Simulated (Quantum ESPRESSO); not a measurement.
# Collinear magnetic orders of KNiF3 with Quantum ESPRESSO, part 2 of 2

Does KNiF3 prefer parallel or opposed moments, or none?

Quantum ESPRESSO 7.5; LDA; plane waves with GBRV 1.5 LDA potentials, no spin-orbit coupling.

So far, absolute magnetization (μB): step 2 (start 1: ferro +) 1.01.

The database entry behind the starting cell differs from later determinations by our own check (about 0.35 % short), so it need not match the best structure at ambient conditions.

## 3. Start 2: antiferro q=(0,1/2,1/2) +−

The cell is doubled to 10 atoms to hold this order. The wavevector q is in fractions of the reciprocal vectors of the crystal's primitive cell, as the cells of these inputs are built from it; moments change sign between cells as cos(2π q·R).

Contents of pw.in:

```
&CONTROL
  calculation = 'scf'
  prefix = 'pwscf'
  outdir = './tmp'
  pseudo_dir = './pseudo'
  disk_io = 'nowf'
/
&SYSTEM
  ibrav = 0
  nat = 10
  ntyp = 4
  ecutwfc = 40
  ecutrho = 280
  nbnd = 62
  occupations = 'smearing'
  smearing = 'fd'
  degauss = 0.00367493
  nspin = 2
  starting_magnetization(1) = 0
  starting_magnetization(2) = 0.1111
  starting_magnetization(3) = -0.1111
  starting_magnetization(4) = 0
/
&ELECTRONS
  conv_thr = 2d-08
  electron_maxstep = 150
  mixing_beta = 0.3
/
ATOMIC_SPECIES
K      39.0983 k_lda_v1.4.uspp.F.UPF
Ni1    58.6934 ni_lda_v1.4.uspp.F.UPF
Ni2    58.6934 ni_lda_v1.4.uspp.F.UPF
F      18.9984 f_lda_v1.4.uspp.F.UPF
CELL_PARAMETERS angstrom
   4.0000000000    0.0000000000    0.0000000000
   0.0000000000    8.0000000000    0.0000000000
   0.0000000000    4.0000000000    4.0000000000
ATOMIC_POSITIONS crystal
K       0.0000000000    0.0000000000    0.0000000000
K       0.0000000000    0.5000000000    0.0000000000
Ni1     0.5000000000    0.0000000000    0.5000000000
Ni2     0.5000000000    0.5000000000    0.5000000000
F       0.5000000000    0.2500000000    0.0000000000
F       0.5000000000    0.7500000000    0.0000000000
F       0.0000000000    0.0000000000    0.5000000000
F       0.0000000000    0.5000000000    0.5000000000
F       0.5000000000    0.7500000000    0.5000000000
F       0.5000000000    0.2500000000    0.5000000000
K_POINTS automatic
6 3 6 0 0 0
```

The run is started by

```bash
$ OMP_NUM_THREADS=1 mpirun -n 4 pw.x -nk 4 -in pw.in > pw.out
```

The program printed:

```text
[banner, memory and clock lines left out]
Program PWSCF v.7.5 starts

     Message from routine setup:
     using ibrav=0 with symmetry is DISCOURAGED, use correct ibrav instead

     bravais-lattice index     =            0
     lattice parameter (alat)  =       7.5589  a.u.
     unit-cell volume          =     863.7868 (a.u.)^3
     number of atoms/cell      =           10
     number of atomic types    =            4
     number of electrons       =        96.00
     number of Kohn-Sham states=           62
     kinetic-energy cutoff     =      40.0000  Ry
     charge density cutoff     =     280.0000  Ry
     scf convergence threshold =      2.0E-08
     mixing beta               =       0.3000
     number of iterations used =            8  plain     mixing
     Exchange-correlation=  SLA  PZ   NOGX NOGC
                           (   1   1   0   0   0   0   0)

     celldm(1)=   7.558904  celldm(2)=   0.000000  celldm(3)=   0.000000
     celldm(4)=   0.000000  celldm(5)=   0.000000  celldm(6)=   0.000000

     crystal axes: (cart. coord. in units of alat)
               a(1) = (   1.000000   0.000000   0.000000 )
               a(2) = (   0.000000   2.000000   0.000000 )
               a(3) = (   0.000000   1.000000   1.000000 )

     reciprocal axes: (cart. coord. in units 2 pi/alat)
               b(1) = (  1.000000  0.000000  0.000000 )
               b(2) = (  0.000000  0.500000 -0.500000 )
               b(3) = (  0.000000  0.000000  1.000000 )

     PseudoPot. # 1 for K  read from file:
     k_lda_v1.4.uspp.F.UPF
     Pseudo is Ultrasoft + core correction, Zval =  9.0

     PseudoPot. # 2 for Ni read from file:
     ni_lda_v1.4.uspp.F.UPF
     Pseudo is Ultrasoft + core correction, Zval = 18.0

     PseudoPot. # 3 for Ni read from file:
     ni_lda_v1.4.uspp.F.UPF
     Pseudo is Ultrasoft + core correction, Zval = 18.0

     PseudoPot. # 4 for F  read from file:
     f_lda_v1.4.uspp.F.UPF
     Pseudo is Ultrasoft, Zval =  7.0

     atomic species   valence    mass     pseudopotential
     K                 9.00    39.09830     K ( 1.00)
     Ni1              18.00    58.69340     Ni( 1.00)
     Ni2              18.00    58.69340     Ni( 1.00)
     F                 7.00    18.99840     F ( 1.00)

     Starting magnetic structure
     atomic species   magnetization
     K               0.000
     Ni1             0.111
     Ni2            -0.111
     F               0.000

     16 Sym. Ops., with inversion, found ( 8 have fractional translation)

   Cartesian axes

     site n.     atom                  positions (alat units)
         1        K      tau(   1) = (   0.0000000   0.0000000   0.0000000  )
         2        K      tau(   2) = (   0.0000000   1.0000000   0.0000000  )
         3        Ni1    tau(   3) = (   0.5000000   0.5000000   0.5000000  )
         4        Ni2    tau(   4) = (   0.5000000   1.5000000   0.5000000  )
         5        F      tau(   5) = (   0.5000000   0.5000000   0.0000000  )
         6        F      tau(   6) = (   0.5000000   1.5000000   0.0000000  )
         7        F      tau(   7) = (   0.0000000   0.5000000   0.5000000  )
         8        F      tau(   8) = (   0.0000000   1.5000000   0.5000000  )
         9        F      tau(   9) = (   0.5000000   2.0000000   0.5000000  )
        10        F      tau(  10) = (   0.5000000   1.0000000   0.5000000  )

     number of k points=    24  Fermi-Dirac smearing, width (Ry)=  0.0037
                       cart. coord. in units 2pi/alat
        k(    1) = (   0.0000000   0.0000000   0.0000000), wk =   0.0092593
        k(    2) = (   0.0000000   0.0000000   0.1666667), wk =   0.0370370
        k(    3) = (   0.0000000   0.0000000   0.3333333), wk =   0.0370370
        k(    4) = (   0.0000000   0.0000000  -0.5000000), wk =   0.0092593
        k(    5) = (   0.0000000   0.1666667  -0.1666667), wk =   0.0370370
        [... 19 further k-points ...]

     Dense  grid:    68361 G-vectors     FFT dimensions: (  45,  90,  60)

     Smooth grid:    29607 G-vectors     FFT dimensions: (  32,  64,  45)

     Check: negative core charge=   -0.000006
     Generating pointlists ...
     new r_m :   0.2917 (alat units)  2.2048 (a.u.) for type    1
     new r_m :   0.2063 (alat units)  1.5590 (a.u.) for type    2
     new r_m :   0.2063 (alat units)  1.5590 (a.u.) for type    3
     new r_m :   0.2063 (alat units)  1.5590 (a.u.) for type    4

     Initial potential from superposition of free atoms

     starting charge      90.9944, renormalised to      96.0000
     Starting wfcs are   66 randomized atomic wfcs

     Self-consistent Calculation

     iteration #  1     ecut=    40.00 Ry     beta= 0.30
     Davidson diagonalization with overlap
     ethr =  1.00E-02,  avg # of iterations =  7.8

     total energy              =   -1075.74302280 Ry
     estimated scf accuracy    <      42.90348774 Ry

     total magnetization       =    -0.05 Bohr mag/cell
     absolute magnetization    =     3.42 Bohr mag/cell

     iteration #  2     ecut=    40.00 Ry     beta= 0.30
     Davidson diagonalization with overlap
     ethr =  1.00E-02,  avg # of iterations =  3.6

     total energy              =   -1091.34416870 Ry
     estimated scf accuracy    <      26.24224707 Ry

     total magnetization       =    -0.01 Bohr mag/cell
     absolute magnetization    =     0.25 Bohr mag/cell

     [... further iterations left out ...]

     iteration # 16     ecut=    40.00 Ry     beta= 0.30
     Davidson diagonalization with overlap
     ethr =  7.99E-10,  avg # of iterations =  2.0

     total energy              =   -1092.28323268 Ry
     estimated scf accuracy    <       0.00000006 Ry

     total magnetization       =     0.00 Bohr mag/cell
     absolute magnetization    =     3.40 Bohr mag/cell

     iteration # 17     ecut=    40.00 Ry     beta= 0.30
     Davidson diagonalization with overlap
     ethr =  6.51E-11,  avg # of iterations =  3.4

     Magnetic moment per site  (integrated on atomic sphere of radius R)
     atom   1 (R=0.292)  charge=  7.6052  magn= -0.0000
     atom   2 (R=0.292)  charge=  7.6052  magn=  0.0000
     atom   3 (R=0.206)  charge= 15.4284  magn=  1.4715
     atom   4 (R=0.206)  charge= 15.4284  magn= -1.4715
     atom   5 (R=0.206)  charge=  6.4741  magn=  0.0000
     atom   6 (R=0.206)  charge=  6.4741  magn=  0.0000
     atom   7 (R=0.206)  charge=  6.4788  magn=  0.0752
     atom   8 (R=0.206)  charge=  6.4788  magn= -0.0752
     atom   9 (R=0.206)  charge=  6.4741  magn=  0.0000
     atom  10 (R=0.206)  charge=  6.4741  magn=  0.0000

     End of self-consistent calculation

     [... lines left out ...]
     the Fermi energy is     6.4117 ev

!    total energy              =   -1092.28323274 Ry
     estimated scf accuracy    <       0.00000001 Ry
     smearing contrib. (-TS)   =      -0.00062677 Ry
     internal energy E=F+TS    =   -1092.28260596 Ry

     The total energy is F=E-TS. E is the sum of the following terms:
     one-electron contribution =    -776.58189427 Ry
     hartree contribution      =     433.08215700 Ry
     xc contribution           =    -142.87635005 Ry
     ewald contribution        =    -605.90651864 Ry

     total magnetization       =    -0.00 Bohr mag/cell
     absolute magnetization    =     3.40 Bohr mag/cell

     convergence has been achieved in  17 iterations
```

Run time: 75 s. Hardware: 4 MPI ranks of Intel Xeon Platinum 8488C (Sapphire Rapids), shared host; peak memory 0.82 GiB; 5 min of CPU time.

Spin moment in the atom's sphere by atom:

```
atom  spin moment in the atom's sphere (μB)
  K1                                   0.00
  K2                                   0.00
 Ni3                                   1.47
 Ni4                                  -1.47
  F5                                   0.00
  F6                                   0.00
  F7                                   0.08
  F8                                  -0.08
  F9                                   0.00
 F10                                   0.00
```

Numbers from this step:

- smearing term TS: 0.008528 eV
- magnetization: 0 μB
- absolute magnetization: 3.4 μB
- final state: antiferromagnetic

Spin density in the ac plane at fractional y = 0.000, with atoms of K and Ni and F within 0.2 Å of it.

Ten even steps from '0' (0.0 e/Å³) to '9' (4.2 e/Å³), each cell a mean:
```
00000000000000
00000000000000
00000000000000
00000000000000
00000000000000
00000000000000
00000000000000
00000000000000
00000256300000
00000499610000
00000012000000
00000000000000
00000000000000
00000000000000
00000000000000
00000000000000
00000000000000
00000000000000
00000000000000
```
Columns run along a (4.0 Å), rows up along c (5.7 Å). Atoms in or near the plane, at fractional coordinates: K at (0.00, 0.00), Ni at (0.50, 0.50), F at (0.00, 0.50).

Valence density in the ac plane at fractional y = 0.000, with atoms of K and Ni and F within 0.2 Å of it. It is the smooth field of the valence electrons, not physical close to the nuclei.

Ten steps, logarithmic in the rise over the least value, from '0' (0 e/Å³) to '9' (38 e/Å³), each cell a mean:
```
44310000001344
44210000000234
22100000000012
10000000000000
00000000000000
00000001000000
21000122210012
53211467521134
75312699731246
75312799831257
64212588621235
32101244310123
10000011100001
00000000000000
00000000000000
21000000000011
43200000000133
44310000001244
44410000001344
```
Columns run along a (4.0 Å), rows up along c (5.7 Å). Atoms in or near the plane, at fractional coordinates: K at (0.00, 0.00), Ni at (0.50, 0.50), F at (0.00, 0.50).

## 4. Start 3: antiferro q=(1/2,1/2,1/2) +−

The cell is doubled to 10 atoms to hold this order.

Contents of pw.in:

```
&CONTROL
  calculation = 'scf'
  prefix = 'pwscf'
  outdir = './tmp'
  pseudo_dir = './pseudo'
  disk_io = 'nowf'
/
&SYSTEM
  ibrav = 0
  nat = 10
  ntyp = 4
  ecutwfc = 40
  ecutrho = 280
  nbnd = 62
  occupations = 'smearing'
  smearing = 'fd'
  degauss = 0.00367493
  nspin = 2
  starting_magnetization(1) = 0
  starting_magnetization(2) = 0.1111
  starting_magnetization(3) = -0.1111
  starting_magnetization(4) = 0
/
&ELECTRONS
  conv_thr = 2d-08
  electron_maxstep = 150
  mixing_beta = 0.3
/
ATOMIC_SPECIES
K      39.0983 k_lda_v1.4.uspp.F.UPF
Ni1    58.6934 ni_lda_v1.4.uspp.F.UPF
Ni2    58.6934 ni_lda_v1.4.uspp.F.UPF
F      18.9984 f_lda_v1.4.uspp.F.UPF
CELL_PARAMETERS angstrom
   8.0000000000    0.0000000000    0.0000000000
   4.0000000000    4.0000000000    0.0000000000
   4.0000000000    0.0000000000    4.0000000000
ATOMIC_POSITIONS crystal
K       0.0000000000    0.0000000000    0.0000000000
K       0.5000000000    0.0000000000    0.0000000000
Ni1     0.7500000000    0.5000000000    0.5000000000
Ni2     0.2500000000    0.5000000000    0.5000000000
F       0.0000000000    0.5000000000    0.0000000000
F       0.5000000000    0.5000000000    0.0000000000
F       0.5000000000    0.5000000000    0.5000000000
F       0.0000000000    0.5000000000    0.5000000000
F       0.0000000000    0.0000000000    0.5000000000
F       0.5000000000    0.0000000000    0.5000000000
K_POINTS automatic
3 6 6 0 0 0
```

The program printed:

```text
     [... lines left out ...]
Program PWSCF v.7.5 starts
     [... lines left out ...]
     number of atoms/cell      =           10
     [... lines left out ...]
     number of electrons       =        96.00
     number of Kohn-Sham states=           62
     kinetic-energy cutoff     =      40.0000  Ry
     charge density cutoff     =     280.0000  Ry
     scf convergence threshold =      2.0E-08
     [... lines left out ...]
     48 Sym. Ops., with inversion, found (24 have fractional translation)
     [... lines left out ...]
     number of k points=    10  Fermi-Dirac smearing, width (Ry)=  0.0037
     [... lines left out ...]
     iteration # 16     ecut=    40.00 Ry     beta= 0.30
     [... lines left out ...]
     Magnetic moment per site  (integrated on atomic sphere of radius R)
     atom   1 (R=0.146)  charge=  7.6051  magn=  0.0000
     atom   2 (R=0.146)  charge=  7.6051  magn=  0.0000
     atom   3 (R=0.103)  charge= 15.4351  magn=  1.4056
     atom   4 (R=0.103)  charge= 15.4351  magn= -1.4056
     atom   5 (R=0.103)  charge=  6.4739  magn= -0.0000
     atom   6 (R=0.103)  charge=  6.4739  magn= -0.0000
     atom   7 (R=0.103)  charge=  6.4739  magn= -0.0000
     atom   8 (R=0.103)  charge=  6.4739  magn= -0.0000
     atom   9 (R=0.103)  charge=  6.4739  magn= -0.0000
     atom  10 (R=0.103)  charge=  6.4739  magn= -0.0000
     [... lines left out ...]
     the Fermi energy is     6.6266 ev
!    total energy              =   -1092.29637337 Ry
     estimated scf accuracy    <       0.00000002 Ry
     smearing contrib. (-TS)   =      -0.00000775 Ry
     [... lines left out ...]
     total magnetization       =    -0.00 Bohr mag/cell
     absolute magnetization    =     3.18 Bohr mag/cell
     convergence has been achieved in  16 iterations
```

It took 49 s on 4 MPI ranks; peak memory 0.76 GiB; 3.2 min of CPU time.

Spin moment in the atom's sphere by atom:

```
atom  spin moment in the atom's sphere (μB)
  K1                                   0.00
  K2                                   0.00
 Ni3                                   1.41
 Ni4                                  -1.41
  F5                                   0.00
  F6                                   0.00
  F7                                   0.00
  F8                                   0.00
  F9                                   0.00
 F10                                   0.00
```

This step gave:

| Property | Result |
| --- | --- |
| smearing term TS | 1.05e-4 eV |
| magnetization | 0 μB |
| absolute magnetization | 3.177 μB |
| final state | antiferromagnetic |

## 5. Start 4: no spin polarisation

Contents of pw.in:

```
&CONTROL
  calculation = 'scf'
  prefix = 'pwscf'
  outdir = './tmp'
  pseudo_dir = './pseudo'
  disk_io = 'nowf'
/
&SYSTEM
  ibrav = 0
  nat = 5
  ntyp = 3
  ecutwfc = 40
  ecutrho = 280
  nbnd = 33
  occupations = 'smearing'
  smearing = 'fd'
  degauss = 0.00367493
/
&ELECTRONS
  conv_thr = 1d-08
  electron_maxstep = 150
  mixing_beta = 0.3
/
ATOMIC_SPECIES
K      39.0983 k_lda_v1.4.uspp.F.UPF
Ni     58.6934 ni_lda_v1.4.uspp.F.UPF
F      18.9984 f_lda_v1.4.uspp.F.UPF
CELL_PARAMETERS angstrom
   4.0000000000    0.0000000000    0.0000000000
   0.0000000000    4.0000000000    0.0000000000
   0.0000000000    0.0000000000    4.0000000000
ATOMIC_POSITIONS crystal
K       0.0000000000    0.0000000000    0.0000000000
Ni      0.5000000000    0.5000000000    0.5000000000
F       0.5000000000    0.5000000000    0.0000000000
F       0.0000000000    0.5000000000    0.5000000000
F       0.5000000000    0.0000000000    0.5000000000
K_POINTS automatic
6 6 6 0 0 0
```

The program printed:

```text
     [... lines left out ...]
Program PWSCF v.7.5 starts
     [... lines left out ...]
     number of atoms/cell      =            5
     [... lines left out ...]
     number of electrons       =        48.00
     number of Kohn-Sham states=           33
     kinetic-energy cutoff     =      40.0000  Ry
     charge density cutoff     =     280.0000  Ry
     scf convergence threshold =      1.0E-08
     [... lines left out ...]
     48 Sym. Ops., with inversion, found
     [... lines left out ...]
     number of k points=    20  Fermi-Dirac smearing, width (Ry)=  0.0037
     [... lines left out ...]
     iteration # 13     ecut=    40.00 Ry     beta= 0.30
     [... lines left out ...]
     the Fermi energy is     6.5025 ev
!    total energy              =    -546.12582903 Ry
     estimated scf accuracy    <          3.5E-09 Ry
     smearing contrib. (-TS)   =      -0.00114974 Ry
     [... lines left out ...]
     convergence has been achieved in  13 iterations
```

Wall time 6.6 s (4 MPI ranks); peak memory 0.4 GiB.

This step gave:

* smearing term TS: 0.01564 eV
* final state: non-magnetic (no spin polarisation)

## 6. The states side by side

An order is kept where moments of 0.15 μB or more survive with the typed signs; meshes match where a doubled cell samples the same k points as the first cell.

Orders:

```
                       start        final state  typed order kept  energy over the lowest (meV a seeded atom)  largest site moment (μB)  net moment (μB a cell of the first run)  mesh matched  CPU time (s)
                     ferro +      ferromagnetic               yes                                       301.4                    0.8564                                   0.9985           yes         48.91
  antiferro q=(0,1/2,1/2) +-  antiferromagnetic               yes                                       89.39                     1.471                                        0           yes         298.3
antiferro q=(1/2,1/2,1/2) +-  antiferromagnetic               yes                                           0                     1.406                                        0           yes         193.6
        no spin polarisation       non-magnetic                 -                                       304.2                         0                                        0           yes         25.42
```

## 7. What came out

| Quantity | Value |
| --- | --- |
| lowest state found | antiferromagnetic (from antiferro q=(1/2,1/2,1/2) +-) |
| largest site moment | 1.41 μB |
| next state with moments | antiferromagnetic, 89.4 meV a seeded atom higher |
| state without moments | 304 meV a seeded atom higher |

In words: Only these 4 starts were compared; other wavevectors, canted and longer-period orders were not. No Hubbard term acts here. In such compounds local and semilocal functionals without one often delocalise the d electrons, and can shrink or lose moments and miss the size, sign and order of the couplings.

[Logs and program files are shortened in this print: banners, set-up blocks, solver, clock and traceback lines can be left out without a mark of their own.]

[Logs are printed without paths, hosts, clocks, repeated set-up lines and the standing remarks that a program may print on its own settings, such as how far it seeks lower states.]

[Hosts, paths, dates, database ids (printed as entryN), source tags and the programs' standing remarks are cut or masked in the printed files.]

[Where a cell is said to come from a database of computed structures, the database is the Materials Project.]
